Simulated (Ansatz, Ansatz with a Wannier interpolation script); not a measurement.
**Settings in Wannier-interpolated G0W0: AcOCl (P4/nmm)**

Wanted: errors and cost of interpolated bands of AcOCl (P4/nmm) under coarser or faulty settings.

Program: Ansatz 0.2.0. Level of theory: maximally localised Wannier functions, LDA, plane waves, PAW. Results are calculated unless marked as measured.

The database entry behind the starting cell is an old determination (1949), so it need not match the best structure at ambient conditions.

## Step 1: Starting point

Symmetry: P4/nmm, No. 129, tetragonal system. The conventional cell has a = 4.250 Å, b = 4.250 Å, c = 7.080 Å, α = 90.00°, β = 90.00°, γ = 90.00°. Ac has 4 O at 2.48 Å and 6 Cl at 3.26 to 3.82 Å nearest. Nearest to Cl lie 6 Ac at 3.26 to 3.82 Å and 4 O at 3.32 Å. O has 4 Ac at 2.48 Å nearest. Farther neighbours and most contacts between anions are not listed.

The cell and positions come from the Crystallography Open Database and are kept as given unless a step says otherwise. Spin-orbit coupling is left out unless a step names it. The default PAW set here is soft_2. Its files were made with PBE.

## Step 2: Wannier model on 8×8×4

Localised functions give a small Hamiltonian that interpolates between mesh points at no cost.

File input.yaml:

```yaml
crystal:
  lattice:
    - [4.25, 0.0, 0.0]
    - [0.0, 4.25, 0.0]
    - [0.0, 0.0, 7.08]
  atoms:
    - { symbol: Ac, position: [0.0, 0.5, 0.18] }
    - { symbol: Ac, position: [0.5, 0.0, 0.82] }
    - { symbol: Cl, position: [0.0, 0.5, 0.64] }
    - { symbol: Cl, position: [0.5, 0.0, 0.36] }
    - { symbol: O, position: [0.0, 0.0, 0.0] }
    - { symbol: O, position: [0.5, 0.5, 0.0] }
kpoints:
  mp_grid: { grid: [4, 4, 2] }
hamiltonian:
  xc: lda
scf:
  occupations: { method: fixed }
  n_extra_bands: 68
output:
  wannier:
    kmesh: [8, 8, 4]
    projections:
      - { species: Ac, l: d, shell: 6 }
      - { species: Ac, l: f, shell: 5 }
      - { species: Cl, l: p, shell: 3 }
      - { species: O, l: p, shell: 2 }
    minimise: true
    write_hr: true
    seedname: w
    conv_tol: 1.0e-07
    max_iter: 4000
    disentanglement:
      window: [5.3, 20.46]
      frozen_window: [5.3, 13.48]
      conv_tol: 1.0e-08
```

Command:

```bash
$ ansatz run input.yaml --threads 16 --pin off --max-ram 27648MiB --backend cpu --events-out ev --progress --plain --runs-dir out
```

Numbers of over 12 decimals in the logs are rounded to 6 here.

The program printed:

```text
Ac: projections on atomic orbitals take those of the free atom [Xe 4f14] 5d10 5f0 6s2 6p6 6d1 7s2, of charge +0.00 (hamiltonian.pseudopotentials.projection_atoms); the dataset's partial waves leave at most 8.6e-6 of an orbital's norm unspanned inside its sphere
scf.n_extra_bands = 68 over 34 filled bands (N_el = 68.0): the run solves 102 bands
Engine: ansatz 0.2.0, aarch64-unknown-linux-gnu
Pseudopotentials: kind: paw
Pseudopotential: Ac, paw, valence charge 21, recommended cutoff 590 eV (normal), Ac.paw.azcp
Pseudopotential: Cl, paw, valence charge 7, recommended cutoff 420 eV (normal), Cl.paw.azcp
Pseudopotential: O, paw, valence charge 6, recommended cutoff 420 eV (normal), O.paw.azcp
Functional definition: SPW92
  exchange = slater_x
  correlation = pw_c
Crystal: 6 atoms, lattice volume = 127.883 Å³
Basis set: ecut = 590 eV, 4193 PW (Γ)
Bands: 102, of which v1, the nominal top of the filled ones, is band 34 counted from 1 (33 counted from 0)
Symmetry: 16 space group operations
Space group: P4/nmm (ITA 129), of the structure as read, at distance tolerance 5.0e-5 Å
k-points: 12 of 32
Non-local potential: Ac, projectors of the file, l = 0: 3, l = 1: 3, l = 2: 3, l = 3: 3
Non-local potential: Cl, projectors of the file, l = 0: 2, l = 1: 2, l = 2: 2
Non-local potential: O, projectors of the file, l = 0: 2, l = 1: 2, l = 2: 1
PAW form: soft (Blöchl's): semilocal exchange-correlation on the pseudo side does not see the compensation charge
PAW frozen core: Ac, regenerated for the run's functional, and the local potential with it (the file was generated under x = pbe(κ = 0.804, μ = 0.219515), c = pbe(β = 0.066725))
PAW frozen core: Cl, regenerated for the run's functional, and the local potential with it (the file was generated under x = pbe(κ = 0.804, μ = 0.219515), c = pbe(β = 0.066725))
PAW frozen core: O, regenerated for the run's functional, and the local potential with it (the file was generated under x = pbe(κ = 0.804, μ = 0.219515), c = pbe(β = 0.066725))
PAW one-centre angular grid: Ac, 590 points (default); XC on 64 Gauss nodes
PAW one-centre angular grid: Cl, 110 points (default); XC on 64 Gauss nodes
PAW one-centre angular grid: O, 110 points (default); XC on 64 Gauss nodes
Initial density: superposition of atomic densities (chi_scale 0.1, normalization cell, long waves kept (reshape's long-wave potential 0.03 eV rms))
Initial wavefunctions: pseudopotential atomic-orbital guess
Functional: x = slater, c = lda
SCF iter   1: F=—  HF=-34570.641623 eV  |F-HF|=—  |Δ(HF+E_count)|=         —  Δρ=7.06e-2  dr2=1.60e1  ethr=3.10e-3  ⟨swp⟩=6.2  Hψ=4424  notcnv=0  defer=765
preconditioner: auto → Resta (q_TF=auto, 2.456 Å⁻¹)  ε∞=1.9  [insulator: Δε(μ)=2.464 eV  Ē_g=23.532 eV  n_scr=36 (ndim 8)  ℏωp=21.8 eV  f_vac=0.000  ε∞_Penn≈1.9]
SCF iter   2: F=—  HF=-34565.782478 eV  |F-HF|=—  |Δ(HF+E_count)|=    4.86e0  Δρ=2.48e-2  dr2=9.56e-1  ethr=3.10e-3  ⟨swp⟩=4.0  Hψ=1799  notcnv=0  defer=784
SCF iter   3: F=—  HF=-34565.463344 eV  |F-HF|=—  |Δ(HF+E_count)|=   3.19e-1  Δρ=1.12e-2  dr2=1.88e-1  ethr=1.41e-3  ⟨swp⟩=2.0  Hψ=1455  notcnv=0  defer=780
SCF iter   4: F=—  HF=-34565.396565 eV  |F-HF|=—  |Δ(HF+E_count)|=   6.68e-2  Δρ=2.08e-3  dr2=4.99e-3  ethr=2.77e-4  ⟨swp⟩=3.0  Hψ=805  notcnv=0  defer=790
SCF iter   5: F=—  HF=-34565.396629 eV  |F-HF|=—  |Δ(HF+E_count)|=   6.48e-5  Δρ=1.19e-3  dr2=1.95e-3  ethr=7.34e-6  ⟨swp⟩=3.4  Hψ=1471  notcnv=0  defer=792
SCF iter   6: F=—  HF=-34565.396349 eV  |F-HF|=—  |Δ(HF+E_count)|=   2.81e-4  Δρ=6.02e-4  dr2=4.07e-4  ethr=2.87e-6  ⟨swp⟩=2.3  Hψ=767  notcnv=0  defer=792
SCF iter   7: F=—  HF=-34565.396276 eV  |F-HF|=—  |Δ(HF+E_count)|=   7.25e-5  Δρ=1.19e-4  dr2=1.62e-5  ethr=5.99e-7  ⟨swp⟩=2.1  Hψ=657  notcnv=0  defer=791
SCF iter   8: F=—  HF=-34565.396311 eV  |F-HF|=—  |Δ(HF+E_count)|=   3.55e-5  Δρ=2.15e-5  dr2=5.16e-7  ethr=2.38e-8  ⟨swp⟩=1.8  Hψ=820  notcnv=0  defer=785
SCF iter   9: F=-34565.396312 eV  HF=-34565.396312 eV  |F-HF|=3.93e-10  |Δ(HF+E_count)|=   3.10e-7  Δρ=3.87e-6  dr2=1.81e-8  ethr=1.47e-10  ⟨swp⟩=16.4  Hψ=12152  notcnv=0
SCF 1 converged in 9 iterations: F = -34565.396312 eV  dr2 = 1.81e-8
[...]
NSCF: frozen V_eff on 49 k-points
the Wannier pass solved 49 of the 256 points of its mesh, and has the states at the others by symmetry: states obtained by the crystal's operations at points that were solved too leave a residual of 8.27e-13 eV (read by the count's bands and the next), within 6.67e-6 eV
SCF converged after 9 iterations
Free energy (F): -34565.396312 eV
Harris-Foulkes:  -34565.396312 eV  (|F-HF|=3.93e-10)
Internal energy: -34565.396312 eV  (E = F + TS)
E sigma→0 (E₀):  -34565.396312 eV
Fermi energy:    8.911866 eV
--- Per-component energies (eV) ---
  E_band       = -1234.759944
  E_kinetic    = 1469.143803
  E_local      = -8484.443482  (includes V_loc(G=0)·N_el)
  E_nonlocal   = 1437.760727
  E_hartree    = 3088.188431
  E_xc         = -1587.193563
  E_vxc        = -884.680388  (∫ρ·V_xc dr)
  E_paw        = -24139.176345  (= ΣΔE_a)
  E_vpaw       = -948.918167  (= ΣTr[D̂ρ^β])
  E_aug_tail   = 0.001932  (compensation charges beyond the density's cutoff)
  E_ewald      = -6350.971835
  E_core_change = 1.294021  (= ΣΔE_core)
  E_smearing   = -0.000000  (= −TS)
  E_closure    = -0.000000  (closes the sum)
  Σ components = -34565.396312   (vs F -34565.396312, Δ=0.00e0)
--- Band table (eV; the first three rows and the last of 12) ---
  k-point 0: bands = [... 30 lower, 7.7347, 8.4698, 8.8905, 8.8905, 12.9757, 13.5647, 14.4562, 14.8425, ... 64 higher]
  k-point 1: bands = [... 30 lower, 7.7840, 7.9210, 8.8146, 8.8146, 13.8122, 13.9169, 14.5620, 14.9767, ... 64 higher]
  k-point 2: bands = [... 30 lower, 7.6419, 8.2933, 8.5449, 8.5648, 13.9821, 14.5515, 14.7036, 14.9835, ... 64 higher]
  k-point 11: bands = [... 30 lower, 8.3686, 8.3686, 8.6951, 8.6951, 15.3918, 15.3918, 15.5558, 15.5558, ... 64 higher]
Wannier search: line search 1 of at most 4000: gauge-dependent spread (as the search counts it) 18.2507489 Å², largest recent change 6.0e0 Å² and fall left 3.9e-2 Å² against conv_tol 1.0e-7 Å², 0 stops escaped
WARN: <dir> 4872 periodic images of 4768 elements of H(R) lie 4.88e-4 to 1.95e-3 Å beyond their element's nearest image, near the 9.77e-4 Å window within which an element is shared among its images; whether they share it moves the interpolated H(k) by 1.1e-2 eV (Frobenius norm, root mean square over the Brillouin zone); at the model's own mesh points H(k) does not change
```

Elapsed: 40 s, on 16 threads of Arm Neoverse N1, shared host; peak memory 2.6 GiB.

In the SCF lines HF is the Harris–Foulkes energy and dr2 the Hartree energy of the density residual, in eV; the loop may stop once dr2 is under the threshold and the program's other checks hold. Hψ counts applications of the Hamiltonian.

This step gave:

```
gauge-invariant spread     : 63.77 Å²
diagonal spread            : 0.06179 Å²
off-diagonal spread        : 10.20 Å²
total spread               : 74.03 Å²
least projectability       : 0.3786
localisation steps         : 51
disentanglement steps      : 711
r.m.s. interpolation error : 6.08e-4 eV
r.m.s. error near the gap  : 6.71e-4 eV
```

Near the gap the model misses directly solved bands by 0.7 meV r.m.s. and by 6 meV at most in the window tested. This tests the starting bands, not the corrections carried with them.

## Step 3: Wannier model on 4×4×2

input.yaml, as its differences from that of step 2:

```diff
@@ -21,3 +21,3 @@
   wannier:
-    kmesh: [8, 8, 4]
+    kmesh: [4, 4, 2]
     projections:
```

The program printed:

```text
[...]
Crystal: 6 atoms, lattice volume = 127.883 Å³
Basis set: ecut = 590 eV, 4193 PW (Γ)
Bands: 102, of which v1, the nominal top of the filled ones, is band 34 counted from 1 (33 counted from 0)
Symmetry: 16 space group operations
[...]
k-points: 12 of 32
[...]
SCF iter   1: F=—  HF=-34570.641623 eV  |F-HF|=—  |Δ(HF+E_count)|=         —  Δρ=7.06e-2  dr2=1.60e1  ethr=3.10e-3  ⟨swp⟩=6.2  Hψ=4424  notcnv=0  defer=765
[...]
SCF iter   9: F=-34565.396312 eV  HF=-34565.396312 eV  |F-HF|=3.93e-10  |Δ(HF+E_count)|=   3.10e-7  Δρ=3.87e-6  dr2=1.81e-8  ethr=1.47e-10  ⟨swp⟩=16.4  Hψ=12152  notcnv=0
SCF 1 converged in 9 iterations: F = -34565.396312 eV  dr2 = 1.81e-8
[...]
NSCF: frozen V_eff on 15 k-points
[...]
SCF converged after 9 iterations
Free energy (F): -34565.396312 eV
[...]
Internal energy: -34565.396312 eV  (E = F + TS)
E sigma→0 (E₀):  -34565.396312 eV
Fermi energy:    8.911866 eV
[...]
--- Band table (eV; the first three rows and the last of 12) ---
  k-point 0: bands = [... 30 lower, 7.7347, 8.4698, 8.8905, 8.8905, 12.9757, 13.5647, 14.4562, 14.8425, ... 64 higher]
  k-point 1: bands = [... 30 lower, 7.7840, 7.9210, 8.8146, 8.8146, 13.8122, 13.9169, 14.5620, 14.9767, ... 64 higher]
  k-point 2: bands = [... 30 lower, 7.6419, 8.2933, 8.5449, 8.5648, 13.9821, 14.5515, 14.7036, 14.9835, ... 64 higher]
  k-point 11: bands = [... 30 lower, 8.3686, 8.3686, 8.6951, 8.6951, 15.3918, 15.3918, 15.5558, 15.5558, ... 64 higher]
[...]
```

Elapsed: 10 s, on 16 threads; peak memory 1.9 GiB.

This step gave:

| Item | Value |
| --- | --- |
| gauge-invariant spread | 56.76 Å² |
| diagonal spread | 0.07971 Å² |
| off-diagonal spread | 10.64 Å² |
| total spread | 67.47 Å² |
| least projectability | 0.2231 |
| localisation steps | 77 |
| disentanglement steps | 257 |
| r.m.s. interpolation error | 0.007655 eV |
| r.m.s. error near the gap | 0.008027 eV |

Near the gap the model misses directly solved bands by 8.0 meV r.m.s. and by 42 meV at most in the window tested. This tests the starting bands, not the corrections carried with them.

Frozen up to 4.56 eV; above it the model need not follow the bands. Electronic bands along the path, in eV, zero at the valence-band top; v1 is the highest filled band, c1 the lowest empty one:

```tsv
point	v4	v3	v2	v1	c1	c2	c3	c4
Γ	-1.18	-0.44	-0.02	-0.02	4.06	4.89	5.93	6.10
halfway	-1.27	-0.62	-0.37	-0.35	5.09	5.74	6.23	6.55
X	-1.06	-1.06	-0.44	-0.44	5.41	5.41	6.19	6.19
halfway	-0.69	-0.69	-0.32	-0.32	5.78	5.78	6.25	6.25
M	-0.62	-0.62	-0.19	-0.19	6.24	6.24	6.58	6.58
halfway	-0.94	-0.93	-0.56	0.00	5.93	5.99	6.03	6.42
Γ	-1.18	-0.44	-0.02	-0.02	4.06	4.89	5.93	6.10
halfway	-1.16	-0.67	-0.06	-0.06	4.27	5.63	5.77	5.99
Z	-1.13	-0.99	-0.10	-0.10	4.90	5.00	6.06	6.42
halfway	-1.29	-0.39	-0.36	-0.01	5.27	5.63	6.13	6.26
R	-0.67	-0.67	-0.48	-0.48	5.47	5.47	6.64	6.64
halfway	-0.59	-0.59	-0.31	-0.31	5.99	5.99	6.75	6.75
A	-0.54	-0.54	-0.22	-0.22	6.49	6.49	6.81	6.81
halfway	-0.88	-0.47	-0.31	-0.01	5.95	6.18	6.23	6.34
Z	-1.13	-0.99	-0.10	-0.10	4.90	5.00	6.06	6.42
jump to X	-1.06	-1.06	-0.44	-0.44	5.41	5.41	6.19	6.19
halfway	-0.85	-0.85	-0.46	-0.46	5.43	5.45	6.59	6.61
R	-0.67	-0.67	-0.48	-0.48	5.47	5.47	6.64	6.64
jump to M	-0.62	-0.62	-0.19	-0.19	6.24	6.24	6.58	6.58
halfway	-0.62	-0.62	-0.21	-0.21	6.51	6.52	6.52	6.52
A	-0.54	-0.54	-0.22	-0.22	6.49	6.49	6.81	6.81
```

The same for Kohn-Sham, solved directly:

```tsv
point	v4	v3	v2	v1	c1	c2	c3	c4
Γ	-1.18	-0.44	-0.02	-0.02	4.06	4.65	5.54	5.93
X	-1.06	-1.06	-0.44	-0.44	5.41	5.41	5.90	5.90
M	-0.62	-0.62	-0.19	-0.19	5.96	5.96	6.57	6.57
Γ	-1.18	-0.44	-0.02	-0.02	4.06	4.65	5.54	5.93
Z	-1.13	-0.99	-0.10	-0.10	4.90	5.00	5.65	6.06
R	-0.67	-0.67	-0.48	-0.48	5.47	5.47	6.64	6.64
A	-0.54	-0.54	-0.22	-0.22	6.48	6.48	6.64	6.64
Z	-1.13	-0.99	-0.10	-0.10	4.90	5.00	5.65	6.06
X	-1.06	-1.06	-0.44	-0.44	5.41	5.41	5.90	5.90
R	-0.67	-0.67	-0.48	-0.48	5.47	5.47	6.64	6.64
M	-0.62	-0.62	-0.19	-0.19	5.96	5.96	6.57	6.57
A	-0.54	-0.54	-0.22	-0.22	6.48	6.48	6.64	6.64
```

(Part 1 of 2 ends here.)

[Paths, hosts, dates, memory and timing lines, banners, echoed tables and standing remarks are left out of the program output.]

[Logs are printed without paths, hosts, clocks, repeated set-up lines and the standing remarks that a program may print on its own settings, such as how far it seeks lower states.]

[Runs of the session that timed out or met a known fault of the program may be left out.]

[Hosts, paths, dates, database ids (printed as entryN), source tags and the programs' standing remarks are cut or masked in the printed files.]
